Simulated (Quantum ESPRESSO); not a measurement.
# E(q) of MnSe from supercells, part 2 of 2

Wanted: E(q) of MnSe at simple fractions of a reciprocal vector.

Quantum ESPRESSO 7.5; LDA; plane waves with GBRV 1.5 LDA potentials, no spin-orbit coupling, flat spiral in a supercell.

So far: The structure; Parallel moments, one cell; One turn in 2 cells along the input cell's b; One turn in 3 cells along the input cell's b.

The database entry behind the starting cell is an old determination (1938), so it need not match the best structure at ambient conditions.

## 5. One turn in 4 cells along the input cell's b

Neighbouring cells are turned by 90° in the xy plane; the cell holds 8 atoms.

The input, pw.in:

```
&CONTROL
  calculation = 'scf'
  prefix = 'pwscf'
  outdir = './tmp'
  pseudo_dir = './pseudo'
  disk_io = 'nowf'
/
&SYSTEM
  ibrav = 0
  celldm(1) = 8
  nat = 8
  ntyp = 8
  ecutwfc = 40
  ecutrho = 280
  nbnd = 110
  occupations = 'smearing'
  smearing = 'fd'
  degauss = 0.00999582
  noncolin = .true.
  starting_magnetization(1) = 0.3
  angle1(1) = 90
  angle2(1) = 0
  starting_magnetization(2) = 0.3
  angle1(2) = 90
  angle2(2) = 90
  starting_magnetization(3) = 0.3
  angle1(3) = 90
  angle2(3) = 180
  starting_magnetization(4) = 0.3
  angle1(4) = 90
  angle2(4) = -90
  starting_magnetization(5) = 0
  starting_magnetization(6) = 0
  starting_magnetization(7) = 0
  starting_magnetization(8) = 0
/
&ELECTRONS
  conv_thr = 1.6d-08
  electron_maxstep = 150
  mixing_beta = 0.3
/
ATOMIC_SPECIES
Mn1    54.9380 mn_lda_v1.5.uspp.F.UPF
Mn2    54.9380 mn_lda_v1.5.uspp.F.UPF
Mn3    54.9380 mn_lda_v1.5.uspp.F.UPF
Mn4    54.9380 mn_lda_v1.5.uspp.F.UPF
Se1    78.9710 se_lda_v1.uspp.F.UPF
Se2    78.9710 se_lda_v1.uspp.F.UPF
Se3    78.9710 se_lda_v1.uspp.F.UPF
Se4    78.9710 se_lda_v1.uspp.F.UPF
CELL_PARAMETERS alat
   0.0000000000000    0.6873878778326    0.6873878778326
   2.7495515113305    0.0000000000000    2.7495515113305
   0.6873878778326    0.6873878778326    0.0000000000000
ATOMIC_POSITIONS crystal
Mn1     0.0000000000    0.0000000000    0.0000000000
Mn2     0.0000000000    0.2500000000    0.0000000000
Mn3     0.0000000000    0.5000000000    0.0000000000
Mn4     0.0000000000    0.7500000000    0.0000000000
Se1     0.2500000000    0.0625000000    0.2500000000
Se2     0.2500000000    0.3125000000    0.2500000000
Se3     0.2500000000    0.5625000000    0.2500000000
Se4     0.2500000000    0.8125000000    0.2500000000
K_POINTS automatic
6 3 6 0 0 0
```

Started as:

```
$ OMP_NUM_THREADS=1 mpirun -n 4 pw.x -nk 4 -in pw.in > pw.out
```

Output:

```text
     [... lines left out ...]
Program PWSCF v.7.5 starts
     [... lines left out ...]
     number of atoms/cell      =            8
     [... lines left out ...]
     number of electrons       =        84.00
     number of Kohn-Sham states=          110
     kinetic-energy cutoff     =      40.0000  Ry
     charge density cutoff     =     280.0000  Ry
     scf convergence threshold =      1.6E-08
     [... lines left out ...]
     Noncollinear calculation without spin-orbit
     [... lines left out ...]
     No symmetry found
     [... lines left out ...]
     number of k points=   108  Fermi-Dirac smearing, width (Ry)=  0.0100
     [... lines left out ...]
     iteration # 14     ecut=    40.00 Ry     beta= 0.30
     [... lines left out ...]
     atom number    1 relative position :    0.0000   0.0000   0.0000
     [... lines left out ...]
     magnetization :          4.023481    0.000460    0.000010
     [... lines left out ...]
     atom number    2 relative position :    0.6874   0.0000   0.6874
[...]
magnetization :         -0.000392    4.023496    0.000065
[...]
atom number    3 relative position :    1.3748   0.0000   1.3748
[...]
magnetization :         -4.023476   -0.000429    0.000045
[...]
atom number    4 relative position :    2.0622   0.0000   2.0622
[...]
magnetization :          0.000284   -4.023498    0.000018
     [... lines left out ...]
     atom number    5 relative position :    0.3437   0.3437   0.3437
     [... lines left out ...]
     magnetization :          0.059989    0.019013    0.000000
     [... lines left out ...]
     atom number    6 relative position :    1.0311   0.3437   1.0311
     [... lines left out ...]
     magnetization :         -0.019015    0.059984    0.000001
     [... lines left out ...]
     atom number    7 relative position :    1.7185   0.3437   1.7185
     [... lines left out ...]
     magnetization :         -0.059990   -0.019013    0.000001
     [... lines left out ...]
     atom number    8 relative position :    2.4059   0.3437   2.4059
     [... lines left out ...]
     magnetization :          0.019013   -0.059981    0.000000
     [... lines left out ...]
     the Fermi energy is     6.5592 ev
!    total energy              =   -1017.51760214 Ry
     estimated scf accuracy    <       0.00000001 Ry
     smearing contrib. (-TS)   =      -0.01347510 Ry
     [... lines left out ...]
     total magnetization       =    -0.00     0.00     0.00 Bohr mag/cell
     absolute magnetization    =    18.42 Bohr mag/cell
     convergence has been achieved in  14 iterations
```

Run time: 23 min. Hardware: 4 MPI ranks of Arm Neoverse V1, shared host; peak memory 3.4 GiB; 1.6 h of CPU time.

This step gave:

- smearing term TS: 0.1833 eV
- magnetization: 0, 0, 0 μB
- absolute magnetization: 18.42 μB
- final state: non-collinear
- largest moment: 4.024 μB

## 6. A faulty input

As a test, an input with a fault in it is run.

The input, pw.in:

```
&CONTROL
  calculation = 'scf'
  prefix = 'pwscf'
  outdir = './tmp'
  pseudo_dir = './pseudo'
  disk_io = 'nowf'
/
&SYSTEM
  ibrav = 0
  nat = 2
  ntyp = 2
  encut = 500
  ecutwfc = 40
  ecutrho = 280
  nbnd = 19
  occupations = 'smearing'
  smearing = 'fd'
  degauss = 0.00999582
  nspin = 2
  starting_magnetization(1) = 0.3
  starting_magnetization(2) = 0
/
&ELECTRONS
  conv_thr = 4d-09
  electron_maxstep = 100
  mixing_beta = 0.3
/
ATOMIC_SPECIES
Mn     54.9380 mn_lda_v1.5.uspp.F.UPF
Se     78.9710 se_lda_v1.uspp.F.UPF
CELL_PARAMETERS angstrom
   0.0000000000    2.9100000000    2.9100000000
   2.9100000000    0.0000000000    2.9100000000
   2.9100000000    2.9100000000    0.0000000000
ATOMIC_POSITIONS crystal
Mn      0.0000000000    0.0000000000    0.0000000000
Se      0.2500000000    0.2500000000    0.2500000000
K_POINTS automatic
6 6 6 0 0 0
```

Output:

```text
     [... lines left out ...]
Program PWSCF v.7.5 starts
     Error in routine  read_namelists (1):
      bad line in namelist &system: "  encut = 500" (error could be in the previous line)
 %%%%%%%%%%%%%%%%%%%%%%%%%%%%%%%%%%%%%%%%%%%%%%%%%%%%%%%%%%%%%%%%%%%%%%%%%%%%%%
     stopping ...
```

Wall time 0.49 s (4 MPI ranks); peak memory 0.08 GiB.

The program refused the input before any cycle.

The program's message: “read_namelists (1): bad line in namelist &system: " encut = 500" (error could be in the previous line)”

The fault put into the input: a keyword of another program.

## 7. The spirals together

Spirals:

```csv
q along the reciprocal vector,energy less that at q = 0 (meV a seeded atom),largest site moment (μB),typed angles kept,CPU time (s)
0,0,4.047,yes,215.6
0.25,-87.55,4.024,yes,5602
0.3333,-133.8,4.002,yes,3550
0.5,-179.3,3.977,yes,984.3
```

Energy less that at q = 0, self-consistent against path:

```csv
path (Å⁻¹),"energy less that at q = 0, self-consistent (meV a seeded atom)"
0.000,0
0.467,-87.5
0.623,-134
0.935,-179
```

## 8. Outcome

```json
{
  "lowest point": "q = 0.5 along b*, -179 meV a seeded atom",
  "highest point": "q = 0, 0 meV a seeded atom"
}
```

In words: The state at q = 0.5 lies 179 meV a seeded atom under the parallel one, with neighbouring cells opposed. The moment changes by 1.7 % between the spirals. The cell of 4 repeats took 26 times the CPU time of the single cell, though its mesh is shorter in proportion. Here b and b* are vectors of the cell in the input, which need not be the conventional cell, and only this direction was probed. The mesh is coarse, so differences of some ten meV can be noise in a metal. Energies are free energies at an electronic temperature of 1580 K, which lowers moments and differences where the moments are itinerant.

[Logs and program files are shortened in this print: banners, set-up blocks, solver, clock and traceback lines can be left out without a mark of their own.]

[Logs are printed without paths, hosts, clocks, repeated set-up lines and the standing remarks that a program may print on its own settings, such as how far it seeks lower states.]

[Hosts, paths, dates, database ids (printed as entryN), source tags and the programs' standing remarks are cut or masked in the printed files.]

[Where a cell is said to come from a database of computed structures, the database is the Materials Project.]
